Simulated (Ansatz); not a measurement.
Rows from a G0W0 calculation on Si3N4 (P6_3/m) (Ansatz 0.2.0; G0W0 on PBE with a share 0.4 of exact exchange, plane waves, PAW; PAW set soft_1; 3×3×4 mesh, 607 empty bands, screening to 150 eV, PAW set soft_1 files), in eV. Spin-orbit coupling is left out.

| row | k | band | start | Σx | Σc at the solution | Vxc |
| --- | --- | --- | --- | --- | --- | --- |
| A | Γ | c2 | 14.393 | -6.957 | -3.646 | -10.362 |
| B | (0.000, 0.000, 0.250) | v2 | 4.721 | -21.653 | 2.563 | -19.546 |
| C | (0.000, 0.000, 0.250) | v1 | 6.089 | -21.934 | 2.502 | -19.933 |
| D | Γ | v1 | 5.920 | -21.940 | 2.605 | -19.855 |
| E | Γ | c1 | 14.065 | -6.821 | -3.980 | -10.735 |
| F | (0.000, 0.000, 0.250) | c1 | 15.526 | -7.082 | -4.092 | -11.075 |

Q: Give the quasiparticle energies and the shift of each level.

The quasiparticle equation reads E = start + Σx + Σc(E) − Vxc.

| row | E (eV) | shift (eV) |
| --- | --- | --- |
| A | 14.153 | −0.241 |
| B | 5.177 | +0.456 |
| C | 6.589 | +0.500 |
| D | 6.440 | +0.520 |
| E | 13.999 | −0.066 |
| F | 15.427 | −0.099 |

The gap over the computed points goes from 7.98 eV to 7.41 eV.

Limits: not at the basis limit; coarse k mesh.

[Runs of the session that timed out or met a known fault of the program may be left out.]

[Cells called generated may have been cut or substituted from an entry of the Crystallography Open Database or the Materials Project.]

[Hosts, paths, dates, database ids (printed as entryN), source tags and the programs' standing remarks are cut or masked in the printed files.]
